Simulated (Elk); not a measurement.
# Polar Kerr effect of VPt3

Wanted: σ_xx, σ_xy and the Kerr angle of VPt3 with spin–orbit coupling.

Calculated with Elk 11.2.3 (patched build); LDA (Perdew-Wang); all-electron APW+lo, Dirac cores, scalar-relativistic bands with second-variational spin-orbit coupling.

## (1) The structure

The structure is cubic, space group Pm-3m (No. 221). Conventional cell: a = 3.870 Å, b = 3.870 Å, c = 3.870 Å, α = 90.00°, β = 90.00°, γ = 90.00°. Nearest to V lie 12 Pt at 2.74 Å. Pt has 8 Pt at 2.74 Å and 4 V at 2.74 Å nearest. Farther neighbours are not listed.

## (2) Self-consistent run

In a ferromagnet the Kerr effect comes from exchange splitting and spin–orbit coupling together. The parallel order is imposed here; no other order was tried.

In this input [111] lies along z, the axis of the moments and of the light.

Moments are seeded by fields in the spheres (the last three columns under atoms), set against the wanted direction and reduced each loop.

elk.in reads:

```
tasks
  0
  15

xctype
  3

rgkmax
  7.0

nempty
  14

swidth
  0.005

reducebf
  0.5

epsengy
  1e-05

maxscl
  100

lmaxi
  3

spinpol
  .true.

spinorb
  .true.

cmagz
  .true.

sppath
  './'

avec
  5.76777062200 -1.54546948030 4.22230114170
  -1.54546948030 5.76777062200 4.22230114170
  -4.22230114170 -4.22230114170 4.22230114170

atoms
  2
  'V.in'
  1
  0.0000000000 0.0000000000 0.0000000000   0.000000 0.000000 -0.045000
  'Pt.in'
  3
  0.0000000000 0.5000000000 0.5000000000   0.000000 0.000000 -0.018000
  0.5000000000 0.0000000000 0.5000000000   0.000000 0.000000 -0.018000
  0.5000000000 0.5000000000 0.0000000000   0.000000 0.000000 -0.018000

ngridk
  6 6 6
```

Launch:

```sh
$ OMP_NUM_THREADS=4 elk
```

Numbers of over 12 decimals in the logs are rounded to 6 here.

Log:

```text
Warning(gndstate): core states of species 2 leak from the muffin-tin :   0.5467106638E-03
Warning(chksvso): spin-orbit splittings by the second variation are low [figures from our tests cut]: local-orbitals by j (lorbdm 7 and 8, zora) mend levels alone

--- INFO.OUT ---
┌─────────────────────────┐
│ Elk code version 11.2.3 │
└─────────────────────────┘

All units are atomic (Hartree, Bohr, etc.)

┌─────────────────────────────────────────────────┐
│ Ground-state run starting from atomic densities │
└─────────────────────────────────────────────────┘

Lattice vectors :
   5.767770622      -1.545469480       4.222301142
  -1.545469480       5.767770622       4.222301142
  -4.222301142      -4.222301142       4.222301142

Species : 1 (V)
 parameters loaded from : V.in
 name : vanadium
 nuclear charge    :   -23.00000000
 electronic charge :    23.00000000
 atomic mass :    92860.67382
 muffin-tin radius :    2.400000000
 number of radial points in muffin-tin :    497
 inner part over the whole radius :   0.9920165687E-02
 number on inner part of muffin-tin    :    350
 approximate nuclear radius :   0.6897515165E-04
 number of mesh points to nuclear radius :    164
 atomic positions (lattice), magnetic fields (Cartesian) :
  1 :   0.00000000  0.00000000  0.00000000    0.00000000  0.00000000 -0.04500000

Species : 2 (Pt)
 parameters loaded from : Pt.in
 name : platinum
 nuclear charge    :   -78.00000000
 electronic charge :    78.00000000
 atomic mass :    355605.4401
 muffin-tin radius :    2.560620834
 number of radial points in muffin-tin :    697
 inner part over the whole radius :   0.9850079452E-02
 number on inner part of muffin-tin    :    499
 approximate nuclear radius :   0.1029052813E-03
 number of mesh points to nuclear radius :    263
 atomic positions (lattice), magnetic fields (Cartesian) :
  1 :   0.00000000  0.50000000  0.50000000    0.00000000  0.00000000 -0.01800000
  2 :   0.50000000  0.00000000  0.50000000    0.00000000  0.00000000 -0.01800000
  3 :   0.50000000  0.50000000  0.00000000    0.00000000  0.00000000 -0.01800000

Total number of atoms per unit cell :    4
Total muffin-tin volume :    268.8879735
 ratio of muffin-tin to unit cell volume :   0.6874512119

Spin treatment :
 spin-polarised
 spin-orbit coupling
 global magnetic field (Cartesian) :    0.000000000       0.000000000       0.000000000
 collinear magnetisation in z-direction

Number of Bravais lattice symmetries :   48
Number of crystal symmetries         :    6
Crystal has inversion symmetry
Real symmetric eigensolver will be used

k-point grid :      6     6     6
k-point offset :    0.000000000       0.000000000       0.000000000
k-point set is reduced with full crystal symmetry group
Total number of k-points :       40

Muffin-tin radius times maximum |G+k| :    7.000000000
 using average radius
Maximum |G+k| for APW functions       :    2.777264617
Maximum (1/2)|G+k|²                   :    3.856599375
Maximum |G| for potential and density :    12.00000000
Constant for pseudocharge density :    8
 order of it for each species :   15  15
 order of it for pair densities of each species (exact exchange by exxq0 0: 15) :    8  10
Radial integration step length :    1

G-vector grid sizes :     28    28    28
Number of G-vectors :    11459

Maximum angular momentum used for
 APW functions            :    8
 outer part of muffin-tin :    6
 inner part of muffin-tin :    3

Number of empty states         :     56
Total number of valence states :    216
Total number of core states    :    154

Third-order local-orbitals added for an l without core states : T
Total number of local-orbitals :    132

Exchange-correlation functional :      3     0     0
 Perdew-Wang/Ceperley-Alder, Phys. Rev. B 45, 13244 (1992)
 gradient requirement :    0
 local density approximation (LDA)

Smearing type :    3
 Fermi-Dirac
Smearing width :   0.5000000000E-02
Effective electronic temperature (K) :    1578.875124

Mixing type :    3
 Broyden mixing, J. Phys. A: Math. Gen. 17, L317 (1984)

Kohn-Sham potential initialised from atomic data

┌──────────────────────────────┐
│ Self-consistent loop started │
└──────────────────────────────┘

┌─────────────────┐
│ Loop number : 1 │
└─────────────────┘

Energies :
 Fermi                       :     0.246998
 sum of occupied eigenvalues :     -34538.247743000
 electron kinetic            :      64192.493714243
 core electron kinetic       :      61665.640990192
 Coulomb                     :     -119365.57155976
 Coulomb potential           :     -97376.024049984
 nuclear-nuclear             :     -5525.7252993510
 electron-nuclear            :     -130449.09989629
 Hartree                     :      16609.253635881
 Madelung                    :     -70677.559534766
 xc potential                :     -1354.5096948199
 xc effective B-field        :    -0.92922419849162E-01
 external B-field            :      0.000000
 exchange                    :     -1056.4252532478
 correlation                 :     -26.347459680326
 electron entropic           :    -0.10782739680451E-01
 total energy                :     -56255.861341184
 (external B-field energy excluded from total)

Density of states at Fermi energy :    133.6654800
 (states/Hartree/unit cell)

Estimated indirect band gap :   0.4926769872E-03
 from k-point 33 to k-point 1
Estimated direct band gap   :   0.1635673400E-02
 at k-point 19

Charges :
 core                        :    154.0000000
 valence                     :    103.0000000
 interstitial                :    5.384502883
 muffin-tins (core leakage)
  species : 1 (V)
   atom 1                    :    23.57902805     ( -0.3557350377E-05)
  species : 2 (Pt)
   atom 1                    :    76.01215635     (  0.6203330214E-03)
   atom 2                    :    76.01215635     (  0.6203330214E-03)
   atom 3                    :    76.01215635     (  0.6203330214E-03)
 total in muffin-tins        :    251.6154971
 total calculated charge     :    256.9958394
 total charge                :    257.0000000
 error                       :   0.4160632534E-02

Moments :
 interstitial                :  -0.7736693755E-01
 muffin-tins
  species : 1 (V)
   atom 1                    :    1.813561689
  species : 2 (Pt)
   atom 1                    :   0.9700581991
   atom 2                    :   0.9700581991
   atom 3                    :   0.9700581991
 total in muffin-tins        :    4.723736286
 total moment                :    4.646369349

[... earlier loops left out ...]

┌──────────────────┐
│ Loop number : 24 │
└──────────────────┘

Energies :
 Fermi                       :     0.410597
 sum of occupied eigenvalues :     -34521.228200582
 electron kinetic            :      64232.477307048
 core electron kinetic       :      61673.328702287
 Coulomb                     :     -119405.00556755
 Coulomb potential           :     -97314.357897821
 nuclear-nuclear             :     -5525.7252993510
 electron-nuclear            :     -130592.02885556
 Hartree                     :      16712.748587368
 Madelung                    :     -70747.826618636
 xc potential                :     -1439.3224813248
 xc effective B-field        :    -0.25128544829976E-01
 external B-field            :      0.000000
 exchange                    :     -1057.9654705200
 correlation                 :     -26.389576835763
 electron entropic           :    -0.96583058905724E-02
 total energy                :     -56256.892966160
 (external B-field energy excluded from total)

Density of states at Fermi energy :    118.8706361
 (states/Hartree/unit cell)

Estimated indirect band gap :   0.2141327541E-03
 from k-point 26 to k-point 24
Estimated direct band gap   :   0.1149620521E-02
 at k-point 15

Charges :
 core                        :    154.0000000
 valence                     :    103.0000000
 interstitial                :    4.816406193
 muffin-tins (core leakage)
  species : 1 (V)
   atom 1                    :    21.57406950     ( -0.3557353855E-05)
  species : 2 (Pt)
   atom 1                    :    76.86984144     (  0.5467106638E-03)
   atom 2                    :    76.86984144     (  0.5467106638E-03)
   atom 3                    :    76.86984144     (  0.5467106638E-03)
 total in muffin-tins        :    252.1835938
 total calculated charge     :    256.9961263
 total charge                :    257.0000000
 error                       :   0.3873730350E-02

Moments :
 interstitial                :   0.8808317563E-01
 muffin-tins
  species : 1 (V)
   atom 1                    :    1.213379305
  species : 2 (Pt)
   atom 1                    :  -0.2003402989E-01
   atom 2                    :  -0.2003402989E-01
   atom 3                    :  -0.2003402989E-01
 total in muffin-tins        :    1.153277216
 total moment                :    1.241360391

┌──────────────────────────────┐
│ Self-consistent loop stopped │
└──────────────────────────────┘

Warning : core states of species 2 leak from the muffin-tin :   0.5467106638E-03

Wrote STATE.OUT
```

It took 6.6 min on 4 threads of Arm Neoverse V1, shared host; peak memory 0.54 GiB.

Spin moment in the muffin-tin sphere by atom:

```
atom  spin moment in the muffin-tin sphere (μB)
  V1                                       1.21
 Pt2                                      -0.02
 Pt3                                      -0.02
 Pt4                                      -0.02
```

Read from the output:

| Quantity | Value |
| --- | --- |
| density of states at the Fermi level | 4.368 states/eV/cell |
| moment between the spheres | 0.08808 μB |
| magnetization | 1.241 μB |
| final state | ferromagnetic |

The moments seeded on 3 Pt atoms fell under 0.15 μB.

After 24 cycles the largest moment stands at 1.21 μB.

Orbital moment <L> in the sphere by atom:

```
atom   x (μB)   y (μB)   z (μB)    size
  V1   0.0000   0.0000   0.0305  0.0305
 Pt2  -0.0003   0.0001  -0.0213  0.0213
 Pt3   0.0001  -0.0003  -0.0213  0.0213
 Pt4   0.0002   0.0002  -0.0213  0.0213
```

## (3) States and momentum matrix elements on a finer mesh

Optical spectra need more k points than the density, so the states are solved once on a finer mesh in the saved potential.

elk.in reads:

```
tasks
  1
  120

xctype
  3

rgkmax
  7.0

nempty
  14

swidth
  0.005

reducebf
  0.5

epsengy
  1e-05

maxscl
  1

lmaxi
  3

spinpol
  .true.

spinorb
  .true.

cmagz
  .true.

sppath
  './'

avec
  5.76777062200 -1.54546948030 4.22230114170
  -1.54546948030 5.76777062200 4.22230114170
  -4.22230114170 -4.22230114170 4.22230114170

atoms
  2
  'V.in'
  1
  0.0000000000 0.0000000000 0.0000000000   0.000000 0.000000 -0.000045
  'Pt.in'
  3
  0.0000000000 0.5000000000 0.5000000000   0.000000 0.000000 -0.000018
  0.5000000000 0.0000000000 0.5000000000   0.000000 0.000000 -0.000018
  0.5000000000 0.5000000000 0.0000000000   0.000000 0.000000 -0.000018

ngridk
  10 10 10
```

Launch:

```sh
$ OMP_NUM_THREADS=4 elk
```

Log:

```text
Warning(gndstate): core states of species 2 leak from the muffin-tin :   0.5467106668E-03
Warning(chksvso): spin-orbit splittings by the second variation are low [figures from our tests cut]: local-orbitals by j (lorbdm 7 and 8, zora) mend levels alone

--- INFO.OUT ---
┌─────────────────────────┐
│ Elk code version 11.2.3 │
└─────────────────────────┘

All units are atomic (Hartree, Bohr, etc.)

┌──────────────────────────────────────────┐
│ Ground-state run resuming from STATE.OUT │
└──────────────────────────────────────────┘

Lattice vectors :
   5.767770622      -1.545469480       4.222301142
  -1.545469480       5.767770622       4.222301142
  -4.222301142      -4.222301142       4.222301142

Species : 1 (V)
 muffin-tin radius :    2.400000000
 atomic positions (lattice), magnetic fields (Cartesian) :
  1 :   0.00000000  0.00000000  0.00000000    0.00000000  0.00000000  0.00000000

Species : 2 (Pt)
 muffin-tin radius :    2.560620834
 atomic positions (lattice), magnetic fields (Cartesian) :
  1 :   0.00000000  0.50000000  0.50000000    0.00000000  0.00000000  0.00000000
  2 :   0.50000000  0.00000000  0.50000000    0.00000000  0.00000000  0.00000000
  3 :   0.50000000  0.50000000  0.00000000    0.00000000  0.00000000  0.00000000

Total number of atoms per unit cell :    4
Total muffin-tin volume :    268.8879735
 ratio of muffin-tin to unit cell volume :   0.6874512119

Spin treatment :
 spin-polarised
 spin-orbit coupling
 global magnetic field (Cartesian) :    0.000000000       0.000000000       0.000000000
 collinear magnetisation in z-direction

Number of Bravais lattice symmetries :   48
Number of crystal symmetries         :    6
Crystal has inversion symmetry
Real symmetric eigensolver will be used

[...]
nuclear-nuclear             :     -5525.7252993510
 electron-nuclear            :     -130592.09103151
 Hartree                     :      16712.800325598
 Madelung                    :     -70747.828685779
 xc potential                :     -1439.3175612083
 xc effective B-field        :    -0.25235538635044E-01
 external B-field            :      0.000000
 exchange                    :     -1057.9657223084
 correlation                 :     -26.389563789012
 electron entropic           :    -0.95457510289048E-02
 total energy                :     -56256.891200604
 (external B-field energy excluded from total)

Density of states at Fermi energy :    116.7020509
 (states/Hartree/unit cell)

Estimated indirect band gap :   0.2160171690E-03
 from k-point 134 to k-point 56
Estimated direct band gap   :   0.1500731867E-02
 at k-point 31

Charges :
 core                        :    154.0000000
 valence                     :    103.0000000
 interstitial                :    4.816966025
 muffin-tins (core leakage)
  species : 1 (V)
   atom 1                    :    21.57199243     ( -0.3557354281E-05)
  species : 2 (Pt)
   atom 1                    :    76.87034718     (  0.5467106668E-03)
   atom 2                    :    76.87034718     (  0.5467106668E-03)
   atom 3                    :    76.87034718     (  0.5467106668E-03)
 total in muffin-tins        :    252.1830340
 total calculated charge     :    256.9961479
 total charge                :    257.0000000
 error                       :   0.3852068370E-02

Moments :
 interstitial                :   0.8848178058E-01
 muffin-tins
  species : 1 (V)
   atom 1                    :    1.216022029
  species : 2 (Pt)
   atom 1                    :  -0.2168707938E-01
   atom 2                    :  -0.2168707938E-01
   atom 3                    :  -0.2168707938E-01
 total in muffin-tins        :    1.150960791
 total moment                :    1.239442571

┌──────────────────────────────┐
│ Self-consistent loop stopped │
└──────────────────────────────┘

Warning : core states of species 2 leak from the muffin-tin :   0.5467106668E-03
```

Run time: 3.4 min. Hardware: 4 threads; peak memory 1.1 GiB; 14 min of CPU time.

Read from the output:

```yaml
magnetization: 1.239 μB
largest_moment: 1.216 μB
```

The moments seeded on 3 Pt atoms fell under 0.15 μB.

## (4) Optics with a broadening of 0.30 eV

The broadening stands for the lifetime of the excited states; it lowers and widens the peaks.

Edit elk.in of step 3 so:

```diff
@@ -1,4 +1,4 @@
 tasks
-  1
-  120
+  121
+  122
 
@@ -14,3 +14,3 @@
 swidth
-  0.005
+  0.011
 
@@ -23,3 +23,3 @@
 maxscl
-  1
+  100
 
@@ -36,2 +36,5 @@
   .true.
+
+intraband
+  .false.
 
@@ -58 +61,10 @@
   10 10 10
+
+wplot
+  240 100 0
+  0.00000 0.30000
+
+optcomp
+  1 1
+  1 2
+  3 3
```

Launch:

```sh
$ OMP_NUM_THREADS=4 elk
```

Log:

```text
┌─────────────────────────────────┐
│ Elk code version 11.2.3 started │
└─────────────────────────────────┘

┌────────────────────┐
│ Current task : 121 │
└────────────────────┘

Info(checkmt): changed muffin-tin radius of species 2 (Pt) from   2.8000 to   2.5606

Info(dielectric):
 dielectric tensor written to EPSILON_ij.OUT
 optical conductivity written to SIGMA_ij.OUT
 for components
  i = 1, j = 1
  i = 1, j = 2
  i = 3, j = 3

┌────────────────────┐
│ Current task : 122 │
└────────────────────┘

Warning(chksvso): spin-orbit splittings by the second variation are low [figures from our tests cut]: local-orbitals by j (lorbdm 7 and 8, zora) mend levels alone

Info(dielectric):
 dielectric tensor written to EPSILON_ij.OUT
 optical conductivity written to SIGMA_ij.OUT
 for components
  i = 1, j = 1
  i = 1, j = 2

Info(moke):
 complex Kerr angle in degrees written to KERR.OUT

┌──────────────────┐
│ Elk code stopped │
└──────────────────┘
```

The job ended after 1.9 min (4 threads; peak memory 0.05 GiB; 7.6 min of CPU time).

(Part 1 of 2 ends here.)

[Logs and program files are shortened in this print: banners, set-up blocks, solver, clock and traceback lines can be left out without a mark of their own.]

[Logs are printed without paths, hosts, clocks, repeated set-up lines and the standing remarks that a program may print on its own settings, such as how far it seeks lower states.]

[Hosts, paths, dates, database ids (printed as entryN), source tags and the programs' standing remarks are cut or masked in the printed files.]

[Where a cell is said to come from a database of computed structures, the database is the Materials Project.]
